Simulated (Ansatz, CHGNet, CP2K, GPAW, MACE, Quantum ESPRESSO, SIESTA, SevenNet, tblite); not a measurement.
# Running generalised stacking fault on (111) (shuffle set) of a GaAs-GaSb solid solution (48 atoms) with GPAW

Wanted: GPAW inputs and outputs for generalised stacking fault on (111) (shuffle set) of a GaAs-GaSb solid solution (48 atoms), checked against a plane-wave reference.

Calculated with GPAW 26.7.0; the method is named at each step.

## 1. The structure

The cell holds 48 atoms: 24 Ga, 10 Sb and 14 As. Its edges and angles: a = 8.267 Å, b = 7.159 Å, c = 20.485 Å, α = 90.0°, β = 81.3°, γ = 90.0°. Zinc-blende GaAs lattice (a = 5.8453 Å, the value set for the mixture), cell with z along [111], 2 x 1 x 2 periods; the third cell vector is tilted by 0.750 of 1/2[1-10] and lengthened by 0 Å, so the cell holds one fault (shuffle set); displaced by a Gaussian of 0.01 Å; 10 of 24 As sites given to Sb at random (lattice constant by Vegard's rule between GaAs and GaSb). Then every atom was moved at random, 0.02 Å r.m.s. a Cartesian component. The structure's axis is c.

The yardstick, on the same geometry:

* method: Kohn-Sham DFT, PBE, SSSP efficiency 1.3.0 pseudopotentials, plane waves (Quantum ESPRESSO 7.5); sssp-pbe-1.3.0-efficiency, cutoffs 60/480 Ry, Γ point
* r.m.s. force component: 0.6676 eV/Å
* longest force: 2.354 eV/Å
* pressure: 4.9 GPa
* time: 13 min on 4 MPI ranks of Arm Neoverse V1, shared host
* CPU time: 52 min

## 2. PBE, LCAO dzp, h 0.2 Å

Method: Kohn-Sham DFT, PBE, PAW, atomic orbitals (dzp).

The input, run.py:

```python
import numpy as np
from ase.io import read
from gpaw import GPAW, FermiDirac

atoms = read("structure.xyz")
atoms.calc = GPAW(
    mode="lcao",
    basis="dzp",
    h=0.2,
    xc="PBE",
    kpts={"size": (1, 1, 1), "gamma": True},
    occupations=FermiDirac(0.05),
    maxiter=200,
    symmetry={"point_group": False},
    txt="gpaw.txt",
)
energy = atoms.get_potential_energy(force_consistent=True)
forces = atoms.get_forces()
print(f"energy {energy:.6f} eV")
print("forces (eV/A)")
for i, (a, f) in enumerate(zip(atoms, forces)):
    print(f"{i:4d} {a.symbol:2s} {f[0]:10.5f} {f[1]:10.5f} {f[2]:10.5f}")
print(f"Fermi level {atoms.calc.get_fermi_level():.4f} eV")
for k in range(len(atoms.calc.get_ibz_k_points())):
    for s in range(atoms.calc.get_number_of_spins()):
        e = atoms.calc.get_eigenvalues(kpt=k, spin=s)
        n = np.searchsorted(e, atoms.calc.get_fermi_level())
        print(f"k {k} spin {s} levels about the Fermi level:", np.round(e[max(n - 6, 0):n], 4).tolist(), "|", np.round(e[n:n + 6], 4).tolist())
```

The input, structure.xyz:

```xyz
48
Lattice="8.26650 0.00000 0.00000 0.00000 7.15900 0.00000 3.09994 0.00000 20.24871" Properties=species:S:1:pos:R:3 pbc="T T T"
Ga 6.21267 3.55545 18.98074
Sb 6.18960 3.58057 1.27526
Ga 6.16577 5.91534 2.12713
As 6.18494 5.95135 4.65903
Ga 10.36274 3.59833 18.99936
As 2.08646 3.55623 1.24732
Ga 2.05012 5.91240 2.12551
As 2.08110 6.00082 4.62541
Ga 4.12638 0.01947 18.99754
As 4.14321 7.14891 1.29673
Ga 4.11852 2.39268 2.12247
As 4.15712 2.39454 4.66247
Ga 4.12669 4.74627 5.48801
As 4.14253 4.72530 7.96625
Ga 6.20153 1.19534 5.47525
Sb 6.21959 1.13864 7.97880
Ga 6.15144 3.58501 8.86792
Sb 6.21213 3.53225 11.38585
Ga 6.23082 5.99087 12.22394
Sb 6.22014 5.97633 14.75139
Ga 8.27535 7.14454 19.00139
Sb 8.25261 0.01360 1.27810
Ga 8.27709 2.40141 2.07246
As 8.22092 2.40141 4.60516
Ga 8.25356 4.76653 5.47444
Sb 8.28250 4.75644 8.05332
Ga 2.06501 1.18159 5.47120
As 2.10870 1.20128 8.01039
Ga 2.05083 3.61930 8.82783
As 2.10879 3.59203 11.39273
Ga 2.06247 5.99344 12.20471
As 10.36040 5.93674 14.74693
Ga 4.14359 0.01997 8.79989
As 4.11626 0.02463 11.41136
Ga 4.14410 2.35187 12.23468
As 4.15300 2.38924 14.79715
Ga 4.10657 4.78744 15.62836
Sb 4.15325 4.76167 18.13576
Ga 6.20324 1.21896 15.60264
Sb 6.19706 1.18474 18.17463
Ga 8.26091 7.14361 8.89830
Sb 8.25589 0.01919 11.38443
Ga 8.29972 2.37571 12.21341
As 8.23330 2.38037 14.70725
Ga 8.27226 4.76295 15.63018
As 8.24591 4.78099 18.14062
Ga 10.32773 1.18460 15.57895
Sb 10.33157 1.15518 18.14021
```

On the command line:

```console
$ OMP_NUM_THREADS=1 python run.py > output.txt
```

Output:

```text
energy -165.829401 eV
forces (eV/A)
   0 Ga    0.35933    0.44733    1.28161
   1 Sb    0.62237    0.15239   -1.41807
   2 Ga   -0.77928    0.72341    1.18958
   3 As    0.11601    0.48069   -0.32366
   4 Ga   -1.80698   -0.18115    0.70555
   5 As    0.62186    0.57453   -0.66527
   6 Ga    0.96767   -0.73618    0.53111
   7 As   -0.02215   -0.23006   -0.05334
   8 Ga   -0.29346   -0.75837    1.18920
   9 As    0.47747    0.41470   -0.70059
  10 Ga   -0.94636   -1.22701    0.84394
  11 As   -0.27179    0.14326   -0.39422
  12 Ga   -0.07172   -0.07192   -0.08879
  13 As   -0.37984    0.80134    0.17957
  14 Ga   -0.06364   -0.47481   -1.29384
  15 Sb    0.15597    1.04498    0.11056
  16 Ga   -0.53989   -0.26147   -0.49269
  17 Sb   -0.13694    0.91788    0.02479
  18 Ga   -1.61600   -0.31269   -0.25677
  19 Sb   -0.33634    0.20552    0.09643
  20 Ga   -0.82759   -1.42668    1.41111
  21 Sb    0.55867    0.02003   -1.07429
  22 Ga    0.88645    0.15410    1.30570
  23 As    0.73540    0.21544   -0.16216
[...]
40 Ga    1.43464    0.32567   -0.74461
  41 Sb    0.42822    0.26341   -0.00757
  42 Ga    1.17961    0.67850    0.88679
  43 As    0.46297    0.43373    0.19677
  44 Ga    1.04261   -0.83158    0.19356
  45 As    0.27833    0.05449   -0.05598
  46 Ga   -0.15437   -0.27258   -0.94484
  47 Sb   -0.28287    0.91475   -0.38708
Fermi level 5.2242 eV
k 0 spin 0 levels about the Fermi level: [4.6254, 4.6412, 4.7304, 4.9036, 5.0371, 5.1791] | [5.2641, 5.5146, 5.7512, 5.897, 6.0207, 6.167]
```

gpaw.txt:

```text
Input parameters:
  mode=LCAO(),
  basis={'default': 'dzp'},
  h=0.2,
  kpts=MonkhorstPack(size=(1, 1, 1), gamma=True),
  maxiter=200,
  occupations=Occupations(name='fermi-dirac', width=0.05, fixmagmom=False),
  symmetry=Symmetry(point_group=False),
  xc=XC(name='PBE')
Unit cell  # Å
| periodic |        x |        y |         z |   lengths |    angles |
|----------|----------|----------|-----------|-----------|-----------|
|      yes | 8.266500 | 0.000000 |  0.000000 |  8.266500 | 90.000000 |
|      yes | 0.000000 | 7.159000 |  0.000000 |  7.159000 | 81.295986 |
|      yes | 3.099940 | 0.000000 | 20.248710 | 20.484626 | 90.000000 |
Number of symmetries: 1
Symmetry operations  # r_c * U_cc + t_c -> r_c
|   | kind |            matrix            |
|---|------|------------------------------|
| 0 |  E   |  1, 0, 0,  0, 1, 0,  0, 0, 1 |
BZ-sampling:
  Number of BZ points: 1
  Number of IBZ points: 1
  Monkhorst-Pack size: [1, 1, 1]
  Monkhorst-Pack shift: [0, 0, 0]
[... lines left out ...]
  Fermi-Dirac:
[... lines left out ...]
xc functional:
  name: PBE with 2 nearest neighbor stencil
interpolation: tri-quintic # 5. degree polynomial
Initialization done in: 8.639 s
convergence criteria:
- Maximum [total energy] change in last 3 cyles: 0.0005 eV / valence electron
- Maximum integral of absolute [dens]ity change: 0.0001 electrons / valence electron
- Maximum integral of absolute [eigenst]ate change: 4e-08 eV^2 / valence electron
maximum number of iterations: 200
SCF iterations
|iter     |      energy | eigst |  dens |
|---------|-------------|-------|-------|
|iter:   1| -166.637081 |      c|       |
|iter:   2| -166.415207 |      c| -1.14 |
|iter:   3| -178.558028 |      c| -1.16 |
|iter:   4| -293.579973 |      c| -1.13 |
[...]
|iter:   8| -165.893551 |      c| -1.74 |
|iter:   9| -165.802927 |      c| -1.91 |
|iter:  10| -165.770028c|      c| -2.19 |
|iter:  11| -165.762753c|      c| -2.52 |
|iter:  12| -165.761665c|      c| -2.92 |
|iter:  13| -165.761428c|      c| -3.07 |
|iter:  14| -165.761080c|      c| -3.58 |
|iter:  15| -165.761475c|      c| -3.86 |
|iter:  16| -165.761284c|      c| -3.86 |
|iter:  17| -165.761204c|      c| -4.11c|
Converged in 17 steps
SCF loop duration: 162.896 s (9.582 s/step)
Energy contributions relative to reference atoms: (reference = -3893089.329576)
Energy contributions:
  Kinetic:         751.785596
  Coulomb:        -653.534238
  Zero:              1.495764
  External:          0.000000
  Xc:             -265.440129
  Entropy:          -0.136394
  Spinorbit:         0.000000
  ----------------------------
  Free energy:    -165.829401
  Extrapolated:   -165.761204
dipole moment: (53.084356, -52.948733, -1.606320)  # |e|*Ang
Fermi level: 5.224
Eigenvalues  # (at kpt = [0.000, 0.000, 0.000])
| band index |      eig [eV] | occ [0-2] |
|------------|---------------|-----------|
|          0 |       -23.921 |     2.000 |
|        ... |               |           |
|        138 |         4.235 |     2.000 |
|        139 |         4.433 |     2.000 |
[...]
|        153 |         6.294 |     0.000 |
|        ... |               |           |
|        179 |         8.998 |     0.000 |
Gap: 0.085 eV
Transition (v -> c):
  (s=0, k=0, n=145, [0.00, 0.00, 0.00]) -> (s=0, k=0, n=146, [0.00, 0.00, 0.00])
No difference between direct/indirect transitions
Force computation time: 21.472  # s
timing:  # [seconds]
  Total:  193.032  # ━━━━━━━━━━━━━━━━━━━━━━━━━━━━━━━━━━━━━━━━━━━━━━━━━━━━━━━━
  Init:     8.638  # ━━╸
  SCF:    162.895  # ━━━━━━━━━━━━━━━━━━━━━━━━━━━━━━━━━━━━━━━━━━━━━━━╸
  Forces:  21.472  # ━━━━━━
```

The job ended after 3.2 min (1 thread of Arm Neoverse V1, shared host; peak memory 1.3 GiB).

Banners, paths, timers and routine set-up lines are dropped from the logs unmarked, and long logs keep their key lines alone; longer cuts are marked.

Numbers from this run, and their distance from the reference:

- r.m.s. force component: 0.7004 eV/Å
- r.m.s. difference of force components: 40.18 meV/Å
- longest difference of force vectors: 133.7 meV/Å
- force difference over r.m.s. force: 6.018 %
- slope of forces against the reference's: 1.049
- correlation of force components: 0.9994

Length of the force difference by element (eV/Å):

| element | atoms | mean | most |
| --- | --- | --- | --- |
| As | 14 | 0.057 | 0.090 |
| Ga | 24 | 0.067 | 0.13 |
| Sb | 10 | 0.065 | 0.11 |

The surroundings of Ga29, picked at random, nearest first, numbered as they follow in the input and with coordinates relative to it.

| atom | x | y | z | distance (Å) | bonds | Fx | Fy | Fz (eV/Å) |
| --- | --- | --- | --- | --- | --- | --- | --- | --- |
| Ga29 | 0.00 | 0.00 | 0.00 | 0.00 | 4 | 1.75 | -1.43 | 1.00 |
| Sb26 | -2.03 | 1.14 | -0.77 | 2.46 | 4 | -0.83 | 0.54 | -0.68 |
| As14 | 2.09 | 1.11 | -0.86 | 2.52 | 4 | -0.38 | 0.80 | 0.18 |
| As28 | 0.06 | -2.42 | -0.82 | 2.55 | 4 | -0.53 | 0.28 | -0.15 |
| As30 | 0.06 | -0.03 | 2.56 | 2.57 | 4 | -0.11 | 0.19 | -0.30 |
| Ga41 | -2.06 | 3.52 | 0.07 | 4.08 | 4 | 1.43 | 0.33 | -0.74 |
| Ga13 | 2.08 | 1.13 | -3.34 | 4.09 | 4 | -0.07 | -0.07 | -0.09 |
| Ga17 | 4.10 | -0.03 | 0.04 | 4.10 | 4 | -0.54 | -0.26 | -0.49 |
| Ga25 | -2.06 | 1.15 | -3.35 | 4.10 | 4 | 0.15 | -0.17 | -0.80 |

Atoms are counted from 1 here, from 0 in the log.

Forces lie 6.0 % from the reference's, at 0.062 times its CPU time (on 1 against 4 cores).

## 3. PBE, plane waves 550 eV

Method: Kohn-Sham DFT, PBE, PAW, plane waves.

Changes to run.py since step 2:

```diff
@@ -2,3 +2,4 @@
 from ase.io import read
-from gpaw import GPAW, FermiDirac
+from gpaw import GPAW, FermiDirac, PW
+from ase.parallel import parprint as print
 
@@ -6,5 +7,3 @@
 atoms.calc = GPAW(
-    mode="lcao",
-    basis="dzp",
-    h=0.2,
+    mode=PW(550),
     xc="PBE",
@@ -14,2 +13,3 @@
     symmetry={"point_group": False},
+    nbands=396,
     txt="gpaw.txt",
@@ -22,2 +22,6 @@
     print(f"{i:4d} {a.symbol:2s} {f[0]:10.5f} {f[1]:10.5f} {f[2]:10.5f}")
+stress = -atoms.get_stress(voigt=False) * 160.21766
+print("stress (GPa, compression positive)")
+for row in stress:
+    print(" ".join(f"{x:10.4f}" for x in row))
 print(f"Fermi level {atoms.calc.get_fermi_level():.4f} eV")
```

structure.xyz is that of step 2.

On the command line:

```console
$ OMP_NUM_THREADS=1 mpirun -np 2 gpaw python run.py > output.txt
```

Output:

```text
energy -174.796349 eV
forces (eV/A)
   0 Ga    0.31529    0.41651    1.19779
   1 Sb    0.63034    0.16042   -1.34579
   2 Ga   -0.74907    0.68232    1.14029
   3 As    0.12126    0.45331   -0.32926
   4 Ga   -1.76104   -0.18870    0.66387
   5 As    0.62534    0.57251   -0.62603
[...]
45 As    0.26244    0.06776   -0.06576
  46 Ga   -0.14616   -0.26749   -0.88933
  47 Sb   -0.26561    0.85507   -0.35894
stress (GPa, compression positive)
   11.3735    -0.1849     1.3814
   -0.1849     1.4774    -0.4211
    1.3814    -0.4211     2.6034
Fermi level 5.1995 eV
k 0 spin 0 levels about the Fermi level: [4.6048, 4.6289, 4.7114, 4.8805, 5.0151, 5.1529] | [5.2407, 5.4759, 5.7097, 5.8515, 5.9813, 6.1136]
```

gpaw.txt:

```text
Input parameters:
  mode=PW(ecut=550.0),
  kpts=MonkhorstPack(size=(1, 1, 1), gamma=True),
  maxiter=200,
  nbands=396,
  occupations=Occupations(name='fermi-dirac', width=0.05, fixmagmom=False),
[... lines left out ...]
  Converge bands: occupied
[... lines left out ...]
  Fermi-Dirac:
[... lines left out ...]
convergence criteria:
- Maximum [total energy] change in last 3 cyles: 0.0005 eV / valence electron
[... lines left out ...]
Converged in 18 steps
[... lines left out ...]
  Free energy:    -174.796349
[... lines left out ...]
Fermi level: 5.200
[... lines left out ...]
|        ... |               |           |
[...]
Gap: 0.088 eV
Transition (v -> c):
  (s=0, k=0, n=145, [0.00, 0.00, 0.00]) -> (s=0, k=0, n=146, [0.00, 0.00, 0.00])
No difference between direct/indirect transitions
Force computation time: 3.295  # s
Stress tensor  # eV/Ang^3
|         x |         y |         z |
|-----------|-----------|-----------|
[...]
|  0.001154 | -0.009221 |  0.002628 |
| -0.008622 |  0.002628 | -0.016249 |
Stress computation time: 18.131  # s
```

Run time: 3.6 min. Hardware: 2 MPI ranks; peak memory 1.4 GiB.

Numbers from this run, and their distance from the reference:

```
r.m.s. force component                  : 0.6716 eV/Å
r.m.s. difference of force components   : 20.29 meV/Å
longest difference of force vectors     : 60.17 meV/Å
force difference over r.m.s. force      : 3.04 %
slope of forces against the reference's : 1.006
correlation of force components         : 0.9996
pressure                                : 5.151 GPa
pressure difference                     : 0.2514 GPa
```

Against the first run (6.0 %), the force difference from the reference is 3.0 %, at 2.2 times the CPU time (on 2 against 1 cores).

The run ends at a pressure of 5.15 GPa, with forces up to 2.4 eV/Å.

## 4. PBE, LCAO dzp, h 0.15 Å

Method: Kohn-Sham DFT, PBE, PAW, atomic orbitals (dzp).

Changes to run.py since step 3:

```diff
@@ -2,4 +2,3 @@
 from ase.io import read
-from gpaw import GPAW, FermiDirac, PW
-from ase.parallel import parprint as print
+from gpaw import GPAW, FermiDirac
 
@@ -7,3 +6,5 @@
 atoms.calc = GPAW(
-    mode=PW(550),
+    mode="lcao",
+    basis="dzp",
+    h=0.15,
     xc="PBE",
@@ -13,3 +14,2 @@
     symmetry={"point_group": False},
-    nbands=396,
     txt="gpaw.txt",
@@ -22,6 +22,2 @@
     print(f"{i:4d} {a.symbol:2s} {f[0]:10.5f} {f[1]:10.5f} {f[2]:10.5f}")
-stress = -atoms.get_stress(voigt=False) * 160.21766
-print("stress (GPa, compression positive)")
-for row in stress:
-    print(" ".join(f"{x:10.4f}" for x in row))
 print(f"Fermi level {atoms.calc.get_fermi_level():.4f} eV")
```

structure.xyz is that of step 3.

On the command line:

```console
$ OMP_NUM_THREADS=1 python run.py > output.txt
```

Output:

```text
energy -166.215349 eV
forces (eV/A)
   0 Ga    0.35973    0.44461    1.27651
   1 Sb    0.62193    0.15221   -1.42968
   2 Ga   -0.77684    0.71867    1.18722
   3 As    0.11744    0.47753   -0.32444
   4 Ga   -1.80748   -0.18395    0.69443
   5 As    0.62174    0.58318   -0.66553
   6 Ga    0.96938   -0.73729    0.52900
   7 As   -0.01709   -0.23240   -0.04980
   8 Ga   -0.29193   -0.75545    1.18417
   9 As    0.46988    0.40860   -0.70332
  10 Ga   -0.94583   -1.22570    0.83996
  11 As   -0.26443    0.14482   -0.39588
  12 Ga   -0.07307   -0.08291   -0.08470
  13 As   -0.38353    0.80581    0.17821
  14 Ga   -0.06388   -0.47746   -1.29165
  15 Sb    0.16010    1.05204    0.10113
  16 Ga   -0.53806   -0.26519   -0.50161
  17 Sb   -0.12873    0.92016    0.02014
  18 Ga   -1.61290   -0.31360   -0.25457
  19 Sb   -0.33308    0.21411    0.09118
  20 Ga   -0.82922   -1.43149    1.40350
  21 Sb    0.55674    0.01843   -1.09023
  22 Ga    0.88444    0.15111    1.31237
  23 As    0.72524    0.21534   -0.15682
[...]
40 Ga    1.43188    0.31813   -0.74535
  41 Sb    0.42633    0.26548   -0.00398
  42 Ga    1.18180    0.67405    0.89097
  43 As    0.46294    0.43448    0.19977
  44 Ga    1.04353   -0.83516    0.19948
  45 As    0.27732    0.06246   -0.05118
  46 Ga   -0.15934   -0.27526   -0.94770
  47 Sb   -0.26966    0.89385   -0.37989
Fermi level 5.2239 eV
k 0 spin 0 levels about the Fermi level: [4.6255, 4.6412, 4.7305, 4.9037, 5.0371, 5.179] | [5.2637, 5.5142, 5.7508, 5.8966, 6.0202, 6.1667]
```

gpaw.txt:

```text
Input parameters:
  mode=LCAO(),
  basis={'default': 'dzp'},
  h=0.15,
  kpts=MonkhorstPack(size=(1, 1, 1), gamma=True),
  maxiter=200,
  occupations=Occupations(name='fermi-dirac', width=0.05, fixmagmom=False),
  symmetry=Symmetry(point_group=False),
  xc=XC(name='PBE')
Unit cell  # Å
| periodic |        x |        y |         z |   lengths |    angles |
[... lines left out ...]
  Fermi-Dirac:
[... lines left out ...]
convergence criteria:
- Maximum [total energy] change in last 3 cyles: 0.0005 eV / valence electron
[... lines left out ...]
Converged in 17 steps
[... lines left out ...]
  Free energy:    -166.215349
  Extrapolated:   -166.147055
dipole moment: (53.014615, -52.935083, -1.526551)  # |e|*Ang
Fermi level: 5.224
Eigenvalues  # (at kpt = [0.000, 0.000, 0.000])
| band index |      eig [eV] | occ [0-2] |
|------------|---------------|-----------|
|          0 |       -23.923 |     2.000 |
|        ... |               |           |
|        138 |         4.235 |     2.000 |
|        139 |         4.433 |     2.000 |
[...]
|        153 |         6.293 |     0.000 |
|        ... |               |           |
|        179 |         8.998 |     0.000 |
Gap: 0.085 eV
Transition (v -> c):
  (s=0, k=0, n=145, [0.00, 0.00, 0.00]) -> (s=0, k=0, n=146, [0.00, 0.00, 0.00])
No difference between direct/indirect transitions
Force computation time: 48.443  # s
timing:  # [seconds]
  Total:  426.711  # ━━━━━━━━━━━━━━━━━━━━━━━━━━━━━━━━━━━━━━━━━━━━━━━━━━━━━━━━
  Init:    14.567  # ━━
  SCF:    363.676  # ━━━━━━━━━━━━━━━━━━━━━━━━━━━━━━━━━━━━━━━━━━━━━━━╸
  Forces:  48.443  # ━━━━━━╸
```

Run time: 7.1 min. Hardware: 1 thread; peak memory 2.9 GiB.

Numbers from this run, and their distance from the reference:

```yaml
r_m_s_force_component: 0.7001 eV/Å
r_m_s_difference_of_force_components: 39.61 meV/Å
longest_difference_of_force_vectors: 128 meV/Å
force_difference_over_r_m_s_force: 5.933 %
slope_of_forces_against_the_reference_s: 1.048
correlation_of_force_components: 0.9995
energy_less_the_same_level_run_s: -8.041 meV/atom
r_m_s_force_difference_from_the_same_level_run: 5.157 meV/Å
```

Against the first run (6.0 %), the force difference from the reference is 5.9 %, at 2.2 times the CPU time: the change moves forces by 5.2 meV/Å r.m.s., so most of the difference comes from elsewhere.

## 5. revPBE, LCAO dzp, h 0.2 Å

Method: Kohn-Sham DFT, revPBE, PAW, atomic orbitals (dzp).

Changes to run.py since step 4:

```diff
@@ -8,4 +8,4 @@
     basis="dzp",
-    h=0.15,
-    xc="PBE",
+    h=0.2,
+    xc="revPBE",
     kpts={"size": (1, 1, 1), "gamma": True},
```

structure.xyz is that of step 4.

Output:

```text
energy -151.580216 eV
forces (eV/A)
   0 Ga    0.35031    0.46261    1.30445
   1 Sb    0.65400    0.13019   -1.44855
   2 Ga   -0.81039    0.74745    1.22259
   3 As    0.12960    0.47417   -0.35854
   4 Ga   -1.84455   -0.16802    0.73513
   5 As    0.64536    0.56742   -0.68246
[...]
45 As    0.30898    0.04041   -0.08376
  46 Ga   -0.16564   -0.27301   -0.90763
  47 Sb   -0.25912    0.91737   -0.43464
Fermi level 5.3471 eV
k 0 spin 0 levels about the Fermi level: [4.7072, 4.7291, 4.8103, 4.9829, 5.1205, 5.2785] | [5.4129, 5.659, 5.8996, 6.0444, 6.1683, 6.3017]
```

gpaw.txt:

```text
Input parameters:
  mode=LCAO(),
  basis={'default': 'dzp'},
  h=0.2,
  kpts=MonkhorstPack(size=(1, 1, 1), gamma=True),
  maxiter=200,
  occupations=Occupations(name='fermi-dirac', width=0.05, fixmagmom=False),
[... lines left out ...]
  Fermi-Dirac:
[... lines left out ...]
convergence criteria:
- Maximum [total energy] change in last 3 cyles: 0.0005 eV / valence electron
[... lines left out ...]
Converged in 17 steps
[... lines left out ...]
  Free energy:    -151.580216
[... lines left out ...]
Fermi level: 5.347
[... lines left out ...]
|        ... |               |           |
|        179 |         9.119 |     0.000 |
Gap: 0.134 eV
Transition (v -> c):
  (s=0, k=0, n=145, [0.00, 0.00, 0.00]) -> (s=0, k=0, n=146, [0.00, 0.00, 0.00])
No difference between direct/indirect transitions
Force computation time: 20.986  # s
timing:  # [seconds]
  Total:  189.889  # ━━━━━━━━━━━━━━━━━━━━━━━━━━━━━━━━━━━━━━━━━━━━━━━━━━━━━━━━
  Init:     8.495  # ━━╸
  SCF:    160.385  # ━━━━━━━━━━━━━━━━━━━━━━━━━━━━━━━━━━━━━━━━━━━━━━━╸
  Forces:  20.986  # ━━━━━━
```

It took 3.2 min on 1 thread; peak memory 1.3 GiB.

Numbers from this run, and their distance from the reference:

| Property | Result |
| --- | --- |
| r.m.s. force component | 0.7104 eV/Å |
| r.m.s. difference of force components | 54.6 meV/Å |
| longest difference of force vectors | 178.3 meV/Å |
| force difference over r.m.s. force | 8.179 % |
| slope of forces against the reference's | 1.063 |
| correlation of force components | 0.9988 |

Against the first run (6.0 %), the force difference from the reference is 8.2 %, at 0.98 times the CPU time; the model has changed, so this is no error of the program alone.

[end of part 1 of 2]

[Also dropped from logs without a mark: logging warnings of Python, and SIESTA's first energy breakdown and zero terms.]

[Logs are printed without paths, hosts, clocks, repeated set-up lines and the standing remarks that a program may print on its own settings, such as how far it seeks lower states.]

[Hosts, paths, dates, database ids (printed as entryN), source tags and the programs' standing remarks are cut or masked in the printed files.]
